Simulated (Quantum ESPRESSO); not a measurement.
# Commensurate spirals of MnSe

Aim: the energy of flat spin spirals of MnSe that close within a few cells.

Program: Quantum ESPRESSO 7.5. Level of theory: LDA; plane waves with GBRV 1.5 LDA potentials, no spin-orbit coupling, flat spiral in a supercell. Results are calculated unless marked as measured.

The database entry behind the starting cell is an old determination (1938), so it need not match the best structure at ambient conditions.

## 1. Set-up

The structure is cubic, space group F-43m (No. 216). Conventional cell: a = 5.820 Å, b = 5.820 Å, c = 5.820 Å, α = 90.00°, β = 90.00°, γ = 90.00°. Nearest to Mn lie 4 Se at 2.52 Å. Nearest to Se lie 4 Mn at 2.52 Å. Farther neighbours and most contacts between anions are not listed.

The cell comes from the Crystallography Open Database.

## 2. Parallel moments, one cell

The input, pw.in:

```
&CONTROL
  calculation = 'scf'
  prefix = 'pwscf'
  outdir = './tmp'
  pseudo_dir = './pseudo'
  disk_io = 'nowf'
/
&SYSTEM
  ibrav = 0
  celldm(1) = 8
  nat = 2
  ntyp = 2
  ecutwfc = 34
  ecutrho = 238
  nbnd = 34
  occupations = 'smearing'
  smearing = 'fd'
  degauss = 0.00734986
  noncolin = .true.
  starting_magnetization(1) = 0.3
  angle1(1) = 90
  angle2(1) = 0
  starting_magnetization(2) = 0
/
&ELECTRONS
  conv_thr = 2d-08
  electron_maxstep = 150
  mixing_beta = 0.3
/
ATOMIC_SPECIES
Mn     54.9380 mn_lda_v1.5.uspp.F.UPF
Se     78.9710 se_lda_v1.uspp.F.UPF
CELL_PARAMETERS alat
   0.0000000000000    0.6873878778326    0.6873878778326
   0.6873878778326    0.0000000000000    0.6873878778326
   0.6873878778326    0.6873878778326    0.0000000000000
ATOMIC_POSITIONS crystal
Mn      0.0000000000    0.0000000000    0.0000000000
Se      0.2500000000    0.2500000000    0.2500000000
K_POINTS automatic
4 4 12 0 0 0
```

Launch:

```
OMP_NUM_THREADS=1 mpirun -n 4 pw.x -nk 4 -in pw.in > pw.out
```

Output:

```text
Program PWSCF v.7.5 starts

     Message from routine setup:
     using ibrav=0 with symmetry is DISCOURAGED, use correct ibrav instead

     K-points division:     npool     =       4
     Subspace diagonalization in iterative solution of the eigenvalue problem:

     G-vector sticks info
     --------------------
     sticks:   dense  smooth     PW     G-vecs:    dense   smooth      PW
     Sum        1003     571    187                20539     8873    1639

     Using Slab Decomposition

     bravais-lattice index     =            0
     lattice parameter (alat)  =       8.0000  a.u.
     unit-cell volume          =     332.5872 (a.u.)^3
     number of atoms/cell      =            2
     number of atomic types    =            2
     number of electrons       =        21.00
     number of Kohn-Sham states=           34
     kinetic-energy cutoff     =      34.0000  Ry
     charge density cutoff     =     238.0000  Ry
     scf convergence threshold =      2.0E-08
     mixing beta               =       0.3000
     number of iterations used =            8  plain     mixing
     Exchange-correlation= SLA  PZ   NOGX NOGC
                           (   1   1   0   0   0   0   0)
     Noncollinear calculation without spin-orbit

     celldm(1)=   8.000000  celldm(2)=   0.000000  celldm(3)=   0.000000
     celldm(4)=   0.000000  celldm(5)=   0.000000  celldm(6)=   0.000000

     crystal axes: (cart. coord. in units of alat)
               a(1) = (   0.000000   0.687388   0.687388 )
               a(2) = (   0.687388   0.000000   0.687388 )
               a(3) = (   0.687388   0.687388   0.000000 )

     reciprocal axes: (cart. coord. in units 2 pi/alat)
               b(1) = ( -0.727391  0.727391  0.727391 )
               b(2) = (  0.727391 -0.727391  0.727391 )
               b(3) = (  0.727391  0.727391 -0.727391 )

     PseudoPot. # 1 for Mn read from file:
     mn_lda_v1.5.uspp.F.UPF
     Pseudo is Ultrasoft + core correction, Zval = 15.0
     Generated by new atomic code, or converted to UPF format
     Using radial grid of  859 points,  6 beta functions with:
                l(1) =   0
                l(2) =   0
                l(3) =   1
                l(4) =   1
                l(5) =   2
                l(6) =   2
     Q(r) pseudized with  8 coefficients,  rinner =    0.950   0.950   0.950
                                                       0.950   0.950

     PseudoPot. # 2 for Se read from file:
     se_lda_v1.uspp.F.UPF
     Pseudo is Ultrasoft + core correction, Zval =  6.0
     Generated by new atomic code, or converted to UPF format
     Using radial grid of  877 points,  6 beta functions with:
                l(1) =   0
                l(2) =   0
                l(3) =   1
                l(4) =   1
                l(5) =   2
                l(6) =   2
     Q(r) pseudized with  8 coefficients,  rinner =    1.300   1.300   1.300
                                                       1.300   1.300

     atomic species   valence    mass     pseudopotential
     Mn               15.00    54.93800     Mn( 1.00)
     Se                6.00    78.97100     Se( 1.00)

      8 Sym. Ops. (no inversion) found

   Cartesian axes

     site n.     atom                  positions (alat units)
         1        Mn     tau(   1) = (   0.0000000   0.0000000   0.0000000  )
         2        Se     tau(   2) = (   0.3436939   0.3436939   0.3436939  )

     number of k points=    80  Fermi-Dirac smearing, width (Ry)=  0.0073
                       cart. coord. in units 2pi/alat
        k(    1) = (   0.0000000   0.0000000   0.0000000), wk =   0.0052083
        k(    2) = (   0.0606159   0.0606159  -0.0606159), wk =   0.0104167
        k(    3) = (   0.1212319   0.1212319  -0.1212319), wk =   0.0104167
        k(    4) = (   0.1818478   0.1818478  -0.1818478), wk =   0.0416667
        k(    5) = (   0.2424638   0.2424638  -0.2424638), wk =   0.0104167
        [... 75 further k-points ...]

     Dense  grid:    20539 G-vectors     FFT dimensions: (  40,  40,  40)

     Smooth grid:     8873 G-vectors     FFT dimensions: (  30,  30,  30)

     Check: negative core charge=   -0.000015
     Generating pointlists ...
     new r_m :   0.2456 (alat units)  1.9645 (a.u.) for type    1
     new r_m :   0.2456 (alat units)  1.9645 (a.u.) for type    2

     Initial potential from superposition of free atoms

     starting charge      20.4999, renormalised to      21.0000

 ==============================================================================
     atom number    1 relative position :    0.0000   0.0000   0.0000
     charge :    13.374271  (integrated on a sphere of radius 0.246)
     magnetization :          3.951972    0.000000    0.000000
     magnetization/charge:    0.295491    0.000000    0.000000
     polar coord.: r, theta, phi [deg] :     3.951972   90.000000    0.000000

 ==============================================================================

 ==============================================================================
     atom number    2 relative position :    0.3437   0.3437   0.3437
     charge :     3.782632  (integrated on a sphere of radius 0.246)
     magnetization :          0.047484    0.000000    0.000000
     magnetization/charge:    0.012553    0.000000    0.000000
     polar coord.: r, theta, phi [deg] :     0.047484   90.000000    0.000000

 ==============================================================================
     Starting wfcs are   34 randomized atomic wfcs

     Self-consistent Calculation

     iteration #  1     ecut=    34.00 Ry     beta= 0.30
     Davidson diagonalization with overlap
     ethr =  1.00E-02,  avg # of iterations =  4.2

     total energy              =    -254.20137103 Ry
     estimated scf accuracy    <       0.66937026 Ry

     total magnetization       =     4.48     0.00    -0.00 Bohr mag/cell
     absolute magnetization    =     4.48 Bohr mag/cell

     iteration #  2     ecut=    34.00 Ry     beta= 0.30
     Davidson diagonalization with overlap
     ethr =  3.19E-03,  avg # of iterations =  2.2

     total energy              =    -254.35474245 Ry
     estimated scf accuracy    <       0.06807286 Ry

     total magnetization       =     4.47    -0.00     0.00 Bohr mag/cell
     absolute magnetization    =     4.47 Bohr mag/cell

     iteration #  3     ecut=    34.00 Ry     beta= 0.30
     Davidson diagonalization with overlap
     ethr =  3.24E-04,  avg # of iterations =  2.2

     total energy              =    -254.36735719 Ry
     estimated scf accuracy    <       0.00919420 Ry

     total magnetization       =     4.67    -0.00    -0.00 Bohr mag/cell
     absolute magnetization    =     4.67 Bohr mag/cell

     [... further iterations left out ...]

     iteration #  7     ecut=    34.00 Ry     beta= 0.30
     Davidson diagonalization with overlap
     ethr =  3.83E-08,  avg # of iterations =  2.8

     total energy              =    -254.36881997 Ry
     estimated scf accuracy    <       0.00000248 Ry

     total magnetization       =     4.70     0.00    -0.00 Bohr mag/cell
     absolute magnetization    =     4.70 Bohr mag/cell

     iteration #  8     ecut=    34.00 Ry     beta= 0.30
     Davidson diagonalization with overlap
     ethr =  1.18E-08,  avg # of iterations =  2.4

     total energy              =    -254.36882074 Ry
     estimated scf accuracy    <       0.00000016 Ry

     total magnetization       =     4.70     0.00     0.00 Bohr mag/cell
     absolute magnetization    =     4.70 Bohr mag/cell

     iteration #  9     ecut=    34.00 Ry     beta= 0.30
     Davidson diagonalization with overlap
     ethr =  7.39E-10,  avg # of iterations =  3.5

     total energy              =    -254.36882087 Ry
     estimated scf accuracy    <       0.00000006 Ry

     total magnetization       =     4.70     0.00    -0.00 Bohr mag/cell
     absolute magnetization    =     4.70 Bohr mag/cell

     iteration # 10     ecut=    34.00 Ry     beta= 0.30
     Davidson diagonalization with overlap
     ethr =  2.73E-10,  avg # of iterations =  2.1

 ==============================================================================
     atom number    1 relative position :    0.0000   0.0000   0.0000
     charge :    13.130068  (integrated on a sphere of radius 0.246)
     magnetization :          4.060151   -0.000000    0.000000
     magnetization/charge:    0.309225   -0.000000    0.000000
     polar coord.: r, theta, phi [deg] :     4.060151   90.000000   -0.000000

 ==============================================================================

 ==============================================================================
     atom number    2 relative position :    0.3437   0.3437   0.3437
     charge :     3.845971  (integrated on a sphere of radius 0.246)
     magnetization :          0.081533   -0.000000    0.000000
     magnetization/charge:    0.021200   -0.000000    0.000000
     polar coord.: r, theta, phi [deg] :     0.081533   90.000000   -0.000000

 ==============================================================================

     End of self-consistent calculation

     [... lines left out ...]
     the Fermi energy is     6.5981 ev

!    total energy              =    -254.36882090 Ry
     estimated scf accuracy    <       0.00000001 Ry
     smearing contrib. (-TS)   =      -0.00326413 Ry
     internal energy E=F+TS    =    -254.36555677 Ry

     The total energy is F=E-TS. E is the sum of the following terms:
     one-electron contribution =    -163.87337935 Ry
     hartree contribution      =      87.04030483 Ry
     xc contribution           =     -55.60373580 Ry
     ewald contribution        =    -121.92874645 Ry

     total magnetization       =     4.70    -0.00     0.00 Bohr mag/cell
     absolute magnetization    =     4.70 Bohr mag/cell

     convergence has been achieved in  10 iterations

=------------------------------------------------------------------------------=
   JOB DONE.
=------------------------------------------------------------------------------=
```

It took 27 s on 4 MPI ranks of Arm Neoverse V2, shared host; peak memory 0.47 GiB.

Spin moment in the atom's sphere by atom:

| atom | x (μB) | y (μB) | z (μB) | size |
| --- | --- | --- | --- | --- |
| Mn1 | 4.06 | 0.00 | 0.00 | 4.06 |
| Se2 | 0.08 | 0.00 | 0.00 | 0.08 |

This step gave:

```
smearing term TS       : 0.04441 eV
magnetization          : 4.7, 0, 0 μB
absolute magnetization : 4.7 μB
final state            : ferromagnetic
```

## 3. One turn in 2 cells along the input cell's c

Neighbouring cells are turned by 180° in the xy plane; the cell holds 4 atoms.

The input, pw.in:

```
&CONTROL
  calculation = 'scf'
  prefix = 'pwscf'
  outdir = './tmp'
  pseudo_dir = './pseudo'
  disk_io = 'nowf'
/
&SYSTEM
  ibrav = 0
  celldm(1) = 8
  nat = 4
  ntyp = 4
  ecutwfc = 34
  ecutrho = 238
  nbnd = 60
  occupations = 'smearing'
  smearing = 'fd'
  degauss = 0.00734986
  noncolin = .true.
  starting_magnetization(1) = 0.3
  angle1(1) = 90
  angle2(1) = 0
  starting_magnetization(2) = 0.3
  angle1(2) = 90
  angle2(2) = 180
  starting_magnetization(3) = 0
  starting_magnetization(4) = 0
/
&ELECTRONS
  conv_thr = 4d-08
  electron_maxstep = 150
  mixing_beta = 0.3
/
ATOMIC_SPECIES
Mn1    54.9380 mn_lda_v1.5.uspp.F.UPF
Mn2    54.9380 mn_lda_v1.5.uspp.F.UPF
Se1    78.9710 se_lda_v1.uspp.F.UPF
Se2    78.9710 se_lda_v1.uspp.F.UPF
CELL_PARAMETERS alat
   0.0000000000000    0.6873878778326    0.6873878778326
   0.6873878778326    0.0000000000000    0.6873878778326
   1.3747757556652    1.3747757556652    0.0000000000000
ATOMIC_POSITIONS crystal
Mn1     0.0000000000    0.0000000000    0.0000000000
Mn2     0.0000000000    0.0000000000    0.5000000000
Se1     0.2500000000    0.2500000000    0.1250000000
Se2     0.2500000000    0.2500000000    0.6250000000
K_POINTS automatic
4 4 6 0 0 0
```

Output:

```text
     [... lines left out ...]
Program PWSCF v.7.5 starts
     [... lines left out ...]
     number of atoms/cell      =            4
     [... lines left out ...]
     number of electrons       =        42.00
     number of Kohn-Sham states=           60
     kinetic-energy cutoff     =      34.0000  Ry
     charge density cutoff     =     238.0000  Ry
     scf convergence threshold =      4.0E-08
     [... lines left out ...]
     Noncollinear calculation without spin-orbit
     [... lines left out ...]
      2 Sym. Ops. (no inversion) found
     [... lines left out ...]
     number of k points=    52  Fermi-Dirac smearing, width (Ry)=  0.0073
     [... lines left out ...]
     iteration # 10     ecut=    34.00 Ry     beta= 0.30
     [... lines left out ...]
     atom number    1 relative position :    0.0000   0.0000   0.0000
     [... lines left out ...]
     magnetization :          3.982736    0.000043   -0.000043
     [... lines left out ...]
     atom number    2 relative position :    0.6874   0.6874   0.0000
     [... lines left out ...]
     magnetization :         -3.982730   -0.000004    0.000004
     [... lines left out ...]
     atom number    3 relative position :    0.3437   0.3437   0.3437
     [... lines left out ...]
     magnetization :          0.049049    0.000001   -0.000001
     [... lines left out ...]
     atom number    4 relative position :    1.0311   1.0311   0.3437
     [... lines left out ...]
     magnetization :         -0.049051    0.000000   -0.000000
     [... lines left out ...]
     the Fermi energy is     6.6353 ev
!    total energy              =    -508.76599299 Ry
     estimated scf accuracy    <       0.00000003 Ry
     smearing contrib. (-TS)   =      -0.00134706 Ry
     [... lines left out ...]
     total magnetization       =     0.00     0.00    -0.00 Bohr mag/cell
     absolute magnetization    =     8.95 Bohr mag/cell
     convergence has been achieved in  10 iterations
```

Run time: 76 s. Hardware: 4 MPI ranks; peak memory 0.78 GiB; 5.1 min of CPU time.

Spin moment in the atom's sphere by atom:

| atom | x (μB) | y (μB) | z (μB) | size |
| --- | --- | --- | --- | --- |
| Mn1 | 3.98 | 0.00 | 0.00 | 3.98 |
| Mn2 | -3.98 | 0.00 | 0.00 | 3.98 |
| Se3 | 0.05 | 0.00 | 0.00 | 0.05 |
| Se4 | -0.05 | 0.00 | 0.00 | 0.05 |

This step gave:

- smearing term TS: 0.01833 eV
- magnetization: 0, 0, 0 μB
- absolute magnetization: 8.953 μB
- final state: antiferromagnetic

## 4. One turn in 3 cells along the input cell's c

Neighbouring cells are turned by 120° in the xy plane; the cell holds 6 atoms.

The input, pw.in:

```
&CONTROL
  calculation = 'scf'
  prefix = 'pwscf'
  outdir = './tmp'
  pseudo_dir = './pseudo'
  disk_io = 'nowf'
/
&SYSTEM
  ibrav = 0
  celldm(1) = 8
  nat = 6
  ntyp = 6
  ecutwfc = 34
  ecutrho = 238
  nbnd = 84
  occupations = 'smearing'
  smearing = 'fd'
  degauss = 0.00734986
  noncolin = .true.
  starting_magnetization(1) = 0.3
  angle1(1) = 90
  angle2(1) = 0
  starting_magnetization(2) = 0.3
  angle1(2) = 90
  angle2(2) = 120
  starting_magnetization(3) = 0.3
  angle1(3) = 90
  angle2(3) = -120
  starting_magnetization(4) = 0
  starting_magnetization(5) = 0
  starting_magnetization(6) = 0
/
&ELECTRONS
  conv_thr = 6d-08
  electron_maxstep = 150
  mixing_beta = 0.3
/
ATOMIC_SPECIES
Mn1    54.9380 mn_lda_v1.5.uspp.F.UPF
Mn2    54.9380 mn_lda_v1.5.uspp.F.UPF
Mn3    54.9380 mn_lda_v1.5.uspp.F.UPF
Se1    78.9710 se_lda_v1.uspp.F.UPF
Se2    78.9710 se_lda_v1.uspp.F.UPF
Se3    78.9710 se_lda_v1.uspp.F.UPF
CELL_PARAMETERS alat
   0.0000000000000    0.6873878778326    0.6873878778326
   0.6873878778326    0.0000000000000    0.6873878778326
   2.0621636334979    2.0621636334979    0.0000000000000
ATOMIC_POSITIONS crystal
Mn1     0.0000000000    0.0000000000    0.0000000000
Mn2     0.0000000000    0.0000000000    0.3333333333
Mn3     0.0000000000    0.0000000000    0.6666666667
Se1     0.2500000000    0.2500000000    0.0833333333
Se2     0.2500000000    0.2500000000    0.4166666667
Se3     0.2500000000    0.2500000000    0.7500000000
K_POINTS automatic
4 4 4 0 0 0
```

Output:

```text
     [... lines left out ...]
Program PWSCF v.7.5 starts
     [... lines left out ...]
     number of atoms/cell      =            6
     [... lines left out ...]
     number of electrons       =        63.00
     number of Kohn-Sham states=           84
     kinetic-energy cutoff     =      34.0000  Ry
     charge density cutoff     =     238.0000  Ry
     scf convergence threshold =      6.0E-08
     [... lines left out ...]
     Noncollinear calculation without spin-orbit
     [... lines left out ...]
     No symmetry found
     [... lines left out ...]
     number of k points=    64  Fermi-Dirac smearing, width (Ry)=  0.0073
     [... lines left out ...]
     iteration # 12     ecut=    34.00 Ry     beta= 0.30
     [... lines left out ...]
     atom number    1 relative position :    0.0000   0.0000   0.0000
     [... lines left out ...]
     magnetization :          4.009690    0.000238   -0.000079
     [... lines left out ...]
     atom number    2 relative position :    0.6874   0.6874   0.0000
     [... lines left out ...]
     magnetization :         -2.005131    3.472315   -0.000005
     [... lines left out ...]
     atom number    3 relative position :    1.3748   1.3748   0.0000
     [... lines left out ...]
     magnetization :         -2.004615   -3.472633   -0.000033
     [... lines left out ...]
     atom number    4 relative position :    0.3437   0.3437   0.3437
     [... lines left out ...]
     magnetization :          0.056453    0.015699   -0.000001
     [... lines left out ...]
     atom number    5 relative position :    1.0311   1.0311   0.3437
     [... lines left out ...]
     magnetization :         -0.041825    0.041045   -0.000000
     [... lines left out ...]
     atom number    6 relative position :    1.7185   1.7185   0.3437
     [... lines left out ...]
     magnetization :         -0.014632   -0.056741   -0.000001
     [... lines left out ...]
     the Fermi energy is     6.6383 ev
!    total energy              =    -763.13837036 Ry
     estimated scf accuracy    <       0.00000001 Ry
     smearing contrib. (-TS)   =      -0.00356996 Ry
     [... lines left out ...]
     total magnetization       =    -0.00    -0.00    -0.00 Bohr mag/cell
     absolute magnetization    =    13.67 Bohr mag/cell
     convergence has been achieved in  12 iterations
```

It took 4.2 min on 4 MPI ranks; peak memory 1.3 GiB.

Spin moment in the atom's sphere by atom:

| atom | x (μB) | y (μB) | z (μB) | size |
| --- | --- | --- | --- | --- |
| Mn1 | 4.01 | 0.00 | 0.00 | 4.01 |
| Mn2 | -2.01 | 3.47 | 0.00 | 4.01 |
| Mn3 | -2.00 | -3.47 | 0.00 | 4.01 |
| Se4 | 0.06 | 0.02 | 0.00 | 0.06 |
| Se5 | -0.04 | 0.04 | 0.00 | 0.06 |
| Se6 | -0.01 | -0.06 | 0.00 | 0.06 |

This step gave:

```
smearing term TS       : 0.04857 eV
magnetization          : 0, 0, 0 μB
absolute magnetization : 13.67 μB
final state            : non-collinear
```

(Continued in part 2 of 2.)

[Logs and program files are shortened in this print: banners, set-up blocks, solver, clock and traceback lines can be left out without a mark of their own.]

[Logs are printed without paths, hosts, clocks, repeated set-up lines and the standing remarks that a program may print on its own settings, such as how far it seeks lower states.]

[Hosts, paths, dates, database ids (printed as entryN), source tags and the programs' standing remarks are cut or masked in the printed files.]

[Where a cell is said to come from a database of computed structures, the database is the Materials Project.]
